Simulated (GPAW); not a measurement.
# Screening of a field by TiSi2As4 monolayer, part 2 of 2

Wanted: the out-of-plane polarisability of TiSi2As4 monolayer.

GPAW 26.7.0; GPAW, PAW setups; layer in a repeated cell with vacuum, relaxation of atoms and in-plane cell (the session's first sound run).

So far, dipole along the normal (e·Å): step 2 (relaxation) -5.5e-4; step 3 (the slab's potential) 4.1e-4; step 4 (In a field) -0.158; step 5 (field on) -0.0791.

## Step 8: Field on

Level of this step: GPAW, PAW setups; slab in vacuum (GPAW).

File run.py:

```python
import json
import numpy as np
from ase import Atoms
from gpaw import GPAW, PW
from gpaw.external import ConstantElectricField

slab = Atoms(
    ['As', 'Si', 'As', 'Ti', 'As', 'Si', 'As'],
    positions=[
        [-0.00000, 0.00000, 7.00000],
        [-0.00000, 2.14091, 8.09619],
        [-0.00000, 2.14091, 10.46831],
        [-0.00000, -0.00000, 11.94961],
        [-0.00000, 2.14091, 13.43092],
        [-0.00000, 2.14091, 15.80303],
        [-0.00000, 0.00000, 16.89923]],
    cell=[[3.70817, -0.0, 0.0], [-1.85408, 3.21137, 0.0], [0.0, 0.0, 23.8992]],
    pbc=[True, True, False])

slab.calc = GPAW(mode=PW(400), xc='PBE', kpts={'size': (9, 9, 1), 'gamma': True},
                 occupations={'name': 'fermi-dirac', 'width': 0.05}, nbands='200%',
                 convergence={'density': 1e-05}, maxiter=200,
                 poissonsolver={'dipolelayer': 'xy'},
                 external=ConstantElectricField(0.1, [0, 0, 1]),
                 symmetry={'tolerance': 1e-3}, txt='slab.txt')
result = {}
energy = slab.get_potential_energy()
fermi = slab.calc.get_fermi_level()
v = slab.calc.get_electrostatic_potential().mean((0, 1)) - fermi
n = slab.calc.get_pseudo_density().mean((0, 1))
L = slab.cell[2, 2]
z = np.arange(len(v)) * L / len(v)
low, high = slab.positions[:, 2].min(), slab.positions[:, 2].max()
below, above = np.interp([low - 4.8, high + 4.8], z, v)
slopes = [np.interp(x, z, np.gradient(v, z)) for x in (low - 4.8, high + 4.8)]
eps = np.array([[slab.calc.get_eigenvalues(k, s) for k in range(len(slab.calc.get_ibz_k_points()))]
                for s in range(slab.calc.get_number_of_spins())]) - fermi
top, bottom = eps[eps < 0].max(), eps[eps > 0].min()
dipole = slab.get_dipole_moment()[2]
print(f'energy {energy:.4f} eV, Fermi level {fermi:.4f} eV, dipole {dipole:.5f} e A')
print(f'potential 4.8 A off the faces, from the Fermi level: lower {below:.4f} eV, upper {above:.4f} eV')
print(f'slope of the potential there: lower {slopes[0]:.5f}, upper {slopes[1]:.5f} eV/A')
print(f'nearest levels on the mesh: {top:.4f} and {bottom:.4f} eV')
print('magnetic moment', round(slab.get_magnetic_moment(), 3))
result.update(energy=energy, fermi=fermi, dipole=dipole, below=below, above=above, slopes=slopes, edges=[top, bottom],
              z=z.tolist(), v=v.tolist(), n=n.tolist(), positions=slab.positions.tolist(),
              forces=slab.get_forces(apply_constraint=False).tolist(), moments=slab.get_magnetic_moments().tolist())
json.dump(result, open('result.json', 'w'))
```

Started as:

```bash
$ OMP_NUM_THREADS=1 OPENBLAS_NUM_THREADS=1 python run.py
```

What it wrote:

```text
energy -37.5927 eV, Fermi level 0.5993 eV, dipole 0.07907 e A
potential 4.8 A off the faces, from the Fermi level: lower 5.6595 eV, upper 4.4580 eV
slope of the potential there: lower -0.00021, upper 0.00013 eV/A
nearest levels on the mesh: -0.1466 and 0.0228 eV
magnetic moment 0.0
```

Run time: 3.2 min. Hardware: 1 thread of INTEL XEON PLATINUM 8581C at 2.10GHz (Emerald Rapids), shared host; peak memory 0.43 GiB.

The dipole is now 0.0791 e Å, against 4.1e-4 in the run without a field.

## Step 9: Field on

run.py: that of step 8 with these lines changed.

```diff
@@ -23,3 +23,3 @@
                  poissonsolver={'dipolelayer': 'xy'},
-                 external=ConstantElectricField(0.1, [0, 0, 1]),
+                 external=ConstantElectricField(0.2, [0, 0, 1]),
                  symmetry={'tolerance': 1e-3}, txt='slab.txt')
```

What it wrote:

```text
energy -37.6045 eV, Fermi level 0.5982 eV, dipole 0.15818 e A
potential 4.8 A off the faces, from the Fermi level: lower 6.2630 eV, upper 3.8594 eV
slope of the potential there: lower -0.00026, upper 0.00010 eV/A
nearest levels on the mesh: -0.1465 and 0.0230 eV
magnetic moment 0.0
```

Elapsed: 3.3 min, on 1 thread; peak memory 0.43 GiB.

The dipole is now 0.158 e Å, against 4.1e-4 in the run without a field.

## Step 10: Field on

run.py: that of step 9 with these lines changed.

```diff
@@ -23,3 +23,3 @@
                  poissonsolver={'dipolelayer': 'xy'},
-                 external=ConstantElectricField(0.2, [0, 0, 1]),
+                 external=ConstantElectricField(0.3, [0, 0, 1]),
                  symmetry={'tolerance': 1e-3}, txt='slab.txt')
```

What it wrote:

```text
energy -37.6243 eV, Fermi level 0.5964 eV, dipole 0.23733 e A
potential 4.8 A off the faces, from the Fermi level: lower 6.8686 eV, upper 3.2623 eV
slope of the potential there: lower -0.00033, upper 0.00008 eV/A
nearest levels on the mesh: -0.1463 and 0.0231 eV
magnetic moment 0.0
```

The job ended after 2.8 min (1 thread; peak memory 0.43 GiB).

The dipole is now 0.237 e Å, against 4.1e-4 in the run without a field.

## Step 11: The series

The members are put on one axis.

This step: induced dipole against applied field (GPAW 26.7.0).

The dipole along the normal by field:

| field (V/Å) | dipole along the normal (e·Å) |
| --- | --- |
| -0.200 | -0.158 |
| -0.100 | -0.0791 |
| -0.050 | -0.0396 |
| 0.000 | 4.1e-4 |
| 0.050 | 0.0395 |
| 0.100 | 0.0791 |
| 0.200 | 0.158 |
| 0.300 | 0.237 |

## Step 12: A changed run

One more run, with changed settings.

This step: GPAW, PAW setups; slab in vacuum (GPAW 26.7.0).

run.py: that of step 10 with these lines changed.

```diff
@@ -4,3 +4,2 @@
 from gpaw import GPAW, PW
-from gpaw.external import ConstantElectricField
 
@@ -21,5 +20,4 @@
                  occupations={'name': 'fermi-dirac', 'width': 0.05}, nbands='200%',
-                 convergence={'density': 1e-05}, maxiter=200,
+                 convergence={'density': 1e-05}, maxiter=3,
                  poissonsolver={'dipolelayer': 'xy'},
-                 external=ConstantElectricField(0.3, [0, 0, 1]),
                  symmetry={'tolerance': 1e-3}, txt='slab.txt')
```

What it wrote:

```text
gpaw.KohnShamConvergenceError
```

Run time: 13 s. Hardware: 1 thread; peak memory 0.25 GiB.

No converged result was reached; the numbers in the log don't describe the system.

The fault put into the input: too few SCF iterations (maxiter = 3).

## Step 13: What came out

```
work function, upper and lower face            : 5.054 and 5.062 eV
dipole along the normal                        : 4.1e-4 e Å, near the numerical noise
induced dipole per field                       : 0.791 e Å per V/Å
out-of-plane polarisability per area, α/(ε0 A) : 12.0 Å
```

The field induces 0.791 e Å per V/Å, a polarisable thickness α/(ε0 A) of 12.0 Å beside 9.90 Å between the outermost nuclei. A perfect conductor would give the distance between its two image planes; a dielectric of thickness t gives t(1 - 1/ε). The induced dipole is linear in the field over this range. The small printed dipole stands for a step of -6.2 meV from the lower to the upper face, and the probes find -8.3 meV; values this small are near the numerical noise of both. The runs had no spin polarisation, so a magnetic state, which thin layers of d-metal atoms can have, wasn't tested. The layer's cell and atoms come from the relaxation; spin-orbit coupling and temperature are left out.

[Logs are printed without paths, hosts, clocks, repeated set-up lines and the standing remarks that a program may print on its own settings, such as how far it seeks lower states.]

[Hosts, paths, dates, database ids (printed as entryN), source tags and the programs' standing remarks are cut or masked in the printed files.]
